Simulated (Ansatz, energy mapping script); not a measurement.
# EuN in a distorted rock-salt structure: J from the energies of magnetic orders

How strongly do the moments of EuN in a distorted rock-salt structure couple under PBEsol+U (1.5 eV)? The plan is to run several orders and fit a Heisenberg model.

Calculated with Ansatz 0.2.0; PBEsol with U = 1.5 eV on Eu f, ortho-atomic projectors; plane waves, U on orthogonalised atomic orbitals unless named otherwise, collinear spin, no spin–orbit coupling.

This is a report of a sequence of runs, with most program output left out.

In doubt: warnings of the run leave room for a lower electronic state (step 5), so energies may not be the lowest and differences between runs may mislead.

## (1) The structure

It takes space group R-3m (No. 166, trigonal). The conventional cell has a = 3.532 Å, b = 3.532 Å, c = 8.581 Å, α = 90.00°, β = 90.00°, γ = 120.00°. Nearest to Eu lie 6 N at 2.49 Å. Nearest to N lie 6 Eu at 2.49 Å. rocksalt prototype, lattice guessed from radii. Farther neighbours and most contacts between anions are not listed.

This cell was built for the study (rocksalt prototype, lattice guessed from radii), not taken from an experiment; the compound need not form in this structure.

A spin of about 6 μB marks Eu³⁺ (4f⁶), whose orbital moment cancels the spin once spin–orbit coupling acts (J = 0), so a spin-only order is wrong in kind for the real crystal.

The cell was relaxed beforehand in Ansatz under PBEsol with U = 6 eV on Eu f, ortho-atomic projectors, from parallel moments.

The U corrects the self-interaction that lets semilocal functionals spread d and f electrons too far. Its value here is typed, not computed.

## (2) Probe run

One run in the crystal's own cell, under PBEsol with U = 4.8 eV on Eu f, ortho-atomic projectors, shows which elements keep a moment. Transition or f elements with 0.3 μB or more enter the spin model; moments induced on other atoms do not.

input.yaml

```yaml
crystal:
  lattice:
    - [-0.01350234, 2.483921319, 2.483921319]
    - [2.483921319, -0.01350234, 2.483921319]
    - [2.483921319, 2.483921319, -0.01350234]
  atoms:
    - { symbol: Eu, position: [0.0, 0.0, 0.0], spin: 7.0 }
    - { symbol: "N", position: [0.5, 0.5, 0.5] }
magnetization:
  spin_polarized: true
kpoints:
  mp_grid: { grid: [9, 9, 9] }
hamiltonian:
  xc: pbesol
  hubbard:
    sites: [{ species: Eu, l: f, u_eff: 4.8 }]
    projectors: ortho-atomic
scf:
  occupations: { method: fermi_dirac, width: 0.05 }
output:
  eigenvalues: true
```

Command:

```sh
ansatz run input.yaml --threads 4 --pin off --max-ram 8192MiB --backend cpu --events-out ev --progress --plain --runs-dir out
```

Run time: 20 s. Hardware: 4 threads of Arm Neoverse V2, shared host; peak memory 0.71 GiB.

Spin moment in the sphere by atom:

```csv
atom,spin moment in the sphere (μB)
Eu1,6.00
N2,-0.22
```

The run ends ferromagnetic; Eu carries the moments.

## (3) Seed run in the crystal's own cell

A corrected shell can settle in several orbital fillings. One parallel run, with an occupation width a fifth wider than the orders use, therefore is to supply the occupation matrices. All orders start from them.

input.yaml, the sections that differ from step 2:

```yaml
kpoints:
  mp_grid: { grid: [13, 13, 13] }
hamiltonian:
  xc: pbesol
  hubbard:
    sites: [{ species: Eu, l: f, u_eff: 1.5 }]
    projectors: ortho-atomic
scf:
  occupations: { method: fermi_dirac, width: 0.06 }
# crystal, magnetization, output: as in step 2
```

It took 99 s on 4 threads; peak memory 2 GiB.

This step gave:

* final state: ferromagnetic
* electrons in the corrected shells: 6.489 e
* largest moment: 6.193 μB

## (4) Order 1: parallel, cell A of 4 atoms

The parallel order is the zero of energy for this cell and mesh.

input.yaml

```yaml
crystal:
  lattice:
    - [0.01350234, -2.483921319, -2.483921319]
    - [0.0, -2.497423659, 2.497423659]
    - [-4.981344978, 0.01350234, 0.01350234]
  atoms:
    - { symbol: Eu, position: [0.5, 0.5, 0.5], spin: 7.0 }
    - { symbol: Eu, position: [0.0, 0.0, 0.0], spin: 7.0 }
    - { symbol: "N", position: [0.5, 0.5, 0.0] }
    - { symbol: "N", position: [0.0, 0.0, 0.5] }
magnetization:
  spin_polarized: true
kpoints:
  mp_grid: { grid: [11, 11, 8] }
hamiltonian:
  xc: pbesol
  hubbard:
    sites:
      - { species: Eu, l: f, u_eff: 1.5 }
      - { site: 0, l: f, u_eff: 1.5, starting_ns: [{ spin: up, occupation_matrix: eu1_major }, { spin: down, occupation_matrix: eu1_minor }] }
      - { site: 1, l: f, u_eff: 1.5, starting_ns: [{ spin: up, occupation_matrix: eu1_major }, { spin: down, occupation_matrix: eu1_minor }] }
    projectors: ortho-atomic
    occupation_matrices:
      eu1_major:
        matrix:
          - [0.851, -0.002, -0.002, 0.0, 0.0, 0.002, -0.002]
          - [-0.002, 0.922, -0.001, 0.0, 0.0, 0.055, -0.001]
          - [-0.002, -0.001, 0.922, 0.0, 0.0, 0.001, -0.055]
          - [0.0, 0.0, 0.0, 0.965, 0.0, 0.0, 0.0]
          - [0.0, 0.0, 0.0, 0.0, 0.974, 0.0, 0.0]
          - [0.002, 0.055, 0.001, 0.0, 0.0, 0.894, 0.002]
          - [-0.002, -0.001, -0.055, 0.0, 0.0, 0.002, 0.894]
      eu1_minor:
        matrix:
          - [0.017, 0.0, 0.0, 0.0, 0.0, 0.0, 0.0]
          - [0.0, 0.01, 0.0, 0.0, 0.0, -0.005, 0.0]
          - [0.0, 0.0, 0.01, 0.0, 0.0, 0.0, 0.005]
          - [0.0, 0.0, 0.0, 0.006, 0.0, 0.0, 0.0]
          - [0.0, 0.0, 0.0, 0.0, 0.001, 0.0, 0.0]
          - [0.0, -0.005, 0.0, 0.0, 0.0, 0.012, 0.0]
          - [0.0, 0.0, 0.005, 0.0, 0.0, 0.0, 0.012]
scf:
  occupations: { method: fermi_dirac, width: 0.05 }
output:
  eigenvalues: true
  write_density: true
  write_potential: true
  elf: true
  volumetric_format: npy
```

It took 59 s on 4 threads; peak memory 1.8 GiB; 3.8 min of CPU time.

Spin moment in the sphere by atom:

```csv
atom,spin moment in the sphere (μB)
Eu1,6.19
Eu2,6.19
N3,-0.43
N4,-0.43
```

The run ends ferromagnetic.

Spin density in the ac plane at fractional y = 0.000, with atoms of Eu and N within 0.2 Å of it.

Values in e/Å³, 19 rows by 14 columns, each cell a mean:
```
11  7  2  0  0  0  0  0  0  0  0  1  3  8
 4  2  1  0  0  0  0  0  0  0  0  0  1  3
 1  0  0  0  0  0  0  0  0  0  0  0  0  1
 0  0  0  0  0  0  0  0  0  0  0  0  0  0
 0  0  0  0  0  0  0  0  0  0  0  0  0  0
 0  0  0  0  0  0  0  0  0  0  0  0  0  0
 0  0  0  0  0  0  0  0  0  0  0  0  0  0
 0  0  0  0  0  0  0  0  0  0  0  0  0  0
 0  0  0  0  0  0  0  0  0  0  0  0  0  0
 0  0  0  0  0  0  0  0  0  0  0  0  0  0
 0  0  0  0  0  0  0  0  0  0  0  0  0  0
 0  0  0  0  0  0  0  0  0  0  0  0  0  0
 0  0  0  0  0  0  0  0  0  0  0  0  0  0
 0  0  0  0  0  0  0  0  0  0  0  0  0  0
 0  0  0  0  0  0  0  0  0  0  0  0  0  0
 0  0  0  0  0  0  0  0  0  0  0  0  0  0
 3  2  1  0  0  0  0  0  0  0  0  0  1  2
 9  6  2  0  0  0  0  0  0  0  0  1  3  7
15 10  3  1  0  0  0  0  0  0  0  1  4 11
```
Columns run along a (3.5 Å), rows up along c (5.0 Å). Atoms in or near the plane, at fractional coordinates: Eu at (0.00, 0.00), N at (0.00, 0.50).

ELF in the ac plane at fractional y = 0.000, with atoms of Eu and N within 0.2 Å of it. It is the smooth field of the valence electrons, not physical close to the nuclei.

Ten even steps from '_' (0.03) to '@' (0.81), each cell a mean:
```
::++@@%%++..______..**@@%%==
%%@@@@##--________..==%%@@%%
@@@@##==..__________::++%%@@
++==--..______________..--==
::::......__________......::
**++++==--....__....--==++++
@@@@@@%%++::..__..--**%%@@@@
##@@@@@@**--..__..==##@@@@%%
::**@@@@##--..__..==%%@@@@++
..++@@@@##--..__..==%%@@%%==
**%%@@@@##--..__..==##@@@@%%
@@@@@@%%++::..__..--**@@@@@@
####**++--::..__..::==**####
::::::....________......::::
==--::..______________..::--
%%%%**--..__________..==**%%
%%@@@@##--__________==%%@@@@
--**@@%%==..______..**@@@@**
__--%%@@++..______::**@@%%::
```
Columns run along a (3.5 Å), rows up along c (5.0 Å). Atoms in or near the plane, at fractional coordinates: Eu at (0.00, 0.00), N at (0.00, 0.50).

## (5) Compensated +− start in cell A (4 atoms)

This order reverses 8 of the 12 neighbours at 3.52 Å, 0 of the 6 neighbours at 4.98 Å and 16 of the 24 neighbours at 6.09 Å, counted for an average magnetic atom.

input.yaml: that of step 4 with these lines changed.

```diff
@@ -7,3 +7,3 @@
     - { symbol: Eu, position: [0.5, 0.5, 0.5], spin: 7.0 }
-    - { symbol: Eu, position: [0.0, 0.0, 0.0], spin: 7.0 }
+    - { symbol: Eu, position: [0.0, 0.0, 0.0], spin: -7.0 }
     - { symbol: "N", position: [0.5, 0.5, 0.0] }
@@ -20,3 +20,3 @@
       - { site: 0, l: f, u_eff: 1.5, starting_ns: [{ spin: up, occupation_matrix: eu1_major }, { spin: down, occupation_matrix: eu1_minor }] }
-      - { site: 1, l: f, u_eff: 1.5, starting_ns: [{ spin: up, occupation_matrix: eu1_major }, { spin: down, occupation_matrix: eu1_minor }] }
+      - { site: 1, l: f, u_eff: 1.5, starting_ns: [{ spin: up, occupation_matrix: eu1_minor }, { spin: down, occupation_matrix: eu1_major }] }
     projectors: ortho-atomic
```

It took 3.5 min on 4 threads; peak memory 4.1 GiB.

Spin moment in the sphere by atom:

```csv
atom,spin moment in the sphere (μB)
Eu1,6.14
Eu2,-6.14
N3,0.14
N4,-0.14
```

The run ends antiferromagnetic, 100.30 meV a magnetic atom above the parallel order of its cell, a difference that unlike orbital or electronic states can set, not exchange alone (energies taken at zero occupation width, not the printed F).

Spin density in the ac plane at fractional y = 0.000, with atoms of Eu and N within 0.2 Å of it.

Ten even steps from '0' (-15 e/Å³) to '9' (0 e/Å³), each cell a mean:
```
25899999999974
78999999999998
99999999999999
99999999999999
99999999999999
99999999999999
99999999999999
99999999999999
99999999999999
99999999999999
99999999999999
99999999999999
99999999999999
99999999999999
99999999999999
99999999999999
88999999999998
36899999999985
03799999999972
```
Columns run along a (3.5 Å), rows up along c (5.0 Å). Atoms in or near the plane, at fractional coordinates: Eu at (0.00, 0.00), N at (0.00, 0.50).

ELF in the ac plane at fractional y = 0.000, with atoms of Eu and N within 0.2 Å of it. It is the smooth field of the valence electrons, not physical close to the nuclei.

Ten even steps from '0' (0.03) to '9' (0.81), each cell a mean:
```
25985100016984
89973000004899
98741000002589
44210000000134
22111000001112
65543100113455
99985210136899
78996310147998
26997310148995
15997310148984
68997310147998
99986210136899
77653210124677
22211000011122
43210000000123
88631000001468
89972000004899
36984100015996
03895100016982
```
Columns run along a (3.5 Å), rows up along c (5.0 Å). Atoms in or near the plane, at fractional coordinates: Eu at (0.00, 0.00), N at (0.00, 0.50).

## (6) A changed input

The input is changed once more, to see how this run answers a poor choice.

input.yaml: that of step 5 with these lines changed.

```diff
@@ -43,7 +43,5 @@
   occupations: { method: fermi_dirac, width: 0.05 }
+  mixing: { algorithm: anderson, beta: 0.005, ndim: 1 }
+  max_iter: 75
 output:
   eigenvalues: true
-  write_density: true
-  write_potential: true
-  elf: true
-  volumetric_format: npy
```

Wall time 4 min (4 threads); peak memory 3.2 GiB.

The run was stopped unfinished when the time set aside for it ran out, so what it printed is not taken as a result.

## (7) Run 3 (parallel; cell B, 4 atoms)

The parallel order again, as the reference for this cell.

This run holds the same structure in another cell (b 3.532 → 3.513 Å, c 4.981 → 6.106 Å, α 90.0 → 90.4°, β 90.4 → 106.5°, γ 90.0 → 119.6°).

input.yaml

```yaml
crystal:
  lattice:
    - [-0.01350234, 2.483921319, 2.483921319]
    - [-2.483921319, 0.01350234, -2.483921319]
    - [-2.483921319, -4.981344978, 2.510925999]
  atoms:
    - { symbol: Eu, position: [0.0, 0.5, 0.5], spin: 7.0 }
    - { symbol: Eu, position: [0.0, 0.0, 0.0], spin: 7.0 }
    - { symbol: "N", position: [0.5, 0.75, 0.25] }
    - { symbol: "N", position: [0.5, 0.25, 0.75] }
magnetization:
  spin_polarized: true
kpoints:
  mp_grid: { grid: [13, 13, 13] }
hamiltonian:
  xc: pbesol
  hubbard:
    sites:
      - { species: Eu, l: f, u_eff: 1.5 }
      - { site: 0, l: f, u_eff: 1.5, starting_ns: [{ spin: up, occupation_matrix: eu1_major }, { spin: down, occupation_matrix: eu1_minor }] }
      - { site: 1, l: f, u_eff: 1.5, starting_ns: [{ spin: up, occupation_matrix: eu1_major }, { spin: down, occupation_matrix: eu1_minor }] }
    projectors: ortho-atomic
    occupation_matrices:
      eu1_major:
        matrix:
          - [0.851, -0.002, -0.002, 0.0, 0.0, 0.002, -0.002]
          - [-0.002, 0.922, -0.001, 0.0, 0.0, 0.055, -0.001]
          - [-0.002, -0.001, 0.922, 0.0, 0.0, 0.001, -0.055]
          - [0.0, 0.0, 0.0, 0.965, 0.0, 0.0, 0.0]
          - [0.0, 0.0, 0.0, 0.0, 0.974, 0.0, 0.0]
          - [0.002, 0.055, 0.001, 0.0, 0.0, 0.894, 0.002]
          - [-0.002, -0.001, -0.055, 0.0, 0.0, 0.002, 0.894]
      eu1_minor:
        matrix:
          - [0.017, 0.0, 0.0, 0.0, 0.0, 0.0, 0.0]
          - [0.0, 0.01, 0.0, 0.0, 0.0, -0.005, 0.0]
          - [0.0, 0.0, 0.01, 0.0, 0.0, 0.0, 0.005]
          - [0.0, 0.0, 0.0, 0.006, 0.0, 0.0, 0.0]
          - [0.0, 0.0, 0.0, 0.0, 0.001, 0.0, 0.0]
          - [0.0, -0.005, 0.0, 0.0, 0.0, 0.012, 0.0]
          - [0.0, 0.0, 0.005, 0.0, 0.0, 0.0, 0.012]
scf:
  occupations: { method: fermi_dirac, width: 0.05 }
output:
  eigenvalues: true
```

Wall time 89 s (4 threads); peak memory 2.2 GiB.

The run ends ferromagnetic. For each magnetic atom its energy differs from the parallel run of the first cell by -0.76 meV, an error that one common reference would have brought in.

## (8) Compensated +− start in cell B (4 atoms)

This order reverses 6 of the 12 neighbours at 3.52 Å, 6 of the 6 neighbours at 4.98 Å and 12 of the 24 neighbours at 6.09 Å, counted for an average magnetic atom.

input.yaml: that of step 7 with these lines changed.

```diff
@@ -7,3 +7,3 @@
     - { symbol: Eu, position: [0.0, 0.5, 0.5], spin: 7.0 }
-    - { symbol: Eu, position: [0.0, 0.0, 0.0], spin: 7.0 }
+    - { symbol: Eu, position: [0.0, 0.0, 0.0], spin: -7.0 }
     - { symbol: "N", position: [0.5, 0.75, 0.25] }
@@ -20,3 +20,3 @@
       - { site: 0, l: f, u_eff: 1.5, starting_ns: [{ spin: up, occupation_matrix: eu1_major }, { spin: down, occupation_matrix: eu1_minor }] }
-      - { site: 1, l: f, u_eff: 1.5, starting_ns: [{ spin: up, occupation_matrix: eu1_major }, { spin: down, occupation_matrix: eu1_minor }] }
+      - { site: 1, l: f, u_eff: 1.5, starting_ns: [{ spin: up, occupation_matrix: eu1_minor }, { spin: down, occupation_matrix: eu1_major }] }
     projectors: ortho-atomic
```

The job ended after 90 s (4 threads; peak memory 2.3 GiB).

The run ends antiferromagnetic, 91.44 meV a magnetic atom above the parallel order of its cell, a difference that unlike orbital or electronic states can set, not exchange alone (energies taken at zero occupation width, not the printed F).

## (9) Order 5: parallel, cell C of 6 atoms

input.yaml

```yaml
crystal:
  lattice:
    - [0.01350234, -2.483921319, -2.483921319]
    - [-4.981344978, 0.01350234, 0.01350234]
    - [2.483921319, 4.981344978, -2.510925999]
  atoms:
    - { symbol: Eu, position: [0.666666667, 0.666666667, 0.333333333], spin: 7.0 }
    - { symbol: Eu, position: [0.333333333, 0.333333333, 0.666666667], spin: 7.0 }
    - { symbol: Eu, position: [0.0, 0.0, 0.0], spin: 7.0 }
    - { symbol: "N", position: [0.666666667, 0.166666667, 0.333333333] }
    - { symbol: "N", position: [0.333333333, 0.833333333, 0.666666667] }
    - { symbol: "N", position: [0.0, 0.5, 0.0] }
magnetization:
  spin_polarized: true
kpoints:
  mp_grid: { grid: [12, 12, 12] }
hamiltonian:
  xc: pbesol
  hubbard:
    sites:
      - { species: Eu, l: f, u_eff: 1.5 }
      - { site: 0, l: f, u_eff: 1.5, starting_ns: [{ spin: up, occupation_matrix: eu1_major }, { spin: down, occupation_matrix: eu1_minor }] }
      - { site: 1, l: f, u_eff: 1.5, starting_ns: [{ spin: up, occupation_matrix: eu1_major }, { spin: down, occupation_matrix: eu1_minor }] }
      - { site: 2, l: f, u_eff: 1.5, starting_ns: [{ spin: up, occupation_matrix: eu1_major }, { spin: down, occupation_matrix: eu1_minor }] }
    projectors: ortho-atomic
    occupation_matrices:
      eu1_major:
        matrix:
          - [0.851, -0.002, -0.002, 0.0, 0.0, 0.002, -0.002]
          - [-0.002, 0.922, -0.001, 0.0, 0.0, 0.055, -0.001]
          - [-0.002, -0.001, 0.922, 0.0, 0.0, 0.001, -0.055]
          - [0.0, 0.0, 0.0, 0.965, 0.0, 0.0, 0.0]
          - [0.0, 0.0, 0.0, 0.0, 0.974, 0.0, 0.0]
          - [0.002, 0.055, 0.001, 0.0, 0.0, 0.894, 0.002]
          - [-0.002, -0.001, -0.055, 0.0, 0.0, 0.002, 0.894]
      eu1_minor:
        matrix:
          - [0.017, 0.0, 0.0, 0.0, 0.0, 0.0, 0.0]
          - [0.0, 0.01, 0.0, 0.0, 0.0, -0.005, 0.0]
          - [0.0, 0.0, 0.01, 0.0, 0.0, 0.0, 0.005]
          - [0.0, 0.0, 0.0, 0.006, 0.0, 0.0, 0.0]
          - [0.0, 0.0, 0.0, 0.0, 0.001, 0.0, 0.0]
          - [0.0, -0.005, 0.0, 0.0, 0.0, 0.012, 0.0]
          - [0.0, 0.0, 0.005, 0.0, 0.0, 0.0, 0.012]
scf:
  occupations: { method: fermi_dirac, width: 0.05 }
output:
  eigenvalues: true
```

It took 4.9 min on 4 threads; peak memory 6.1 GiB; 18 min of CPU time.

The run ends ferromagnetic. For each magnetic atom its energy differs from the parallel run of the first cell by -0.51 meV, an error that one common reference would have brought in.

[end of part 1 of 2]

[Logs and program files are shortened in this print: banners, set-up blocks, solver, clock and traceback lines can be left out without a mark of their own.]

[Logs are printed without paths, hosts, clocks, repeated set-up lines and the standing remarks that a program may print on its own settings, such as how far it seeks lower states.]

[Hosts, paths, dates, database ids (printed as entryN), source tags and the programs' standing remarks are cut or masked in the printed files.]

[Where a cell is said to come from a database of computed structures, the database is the Materials Project.]
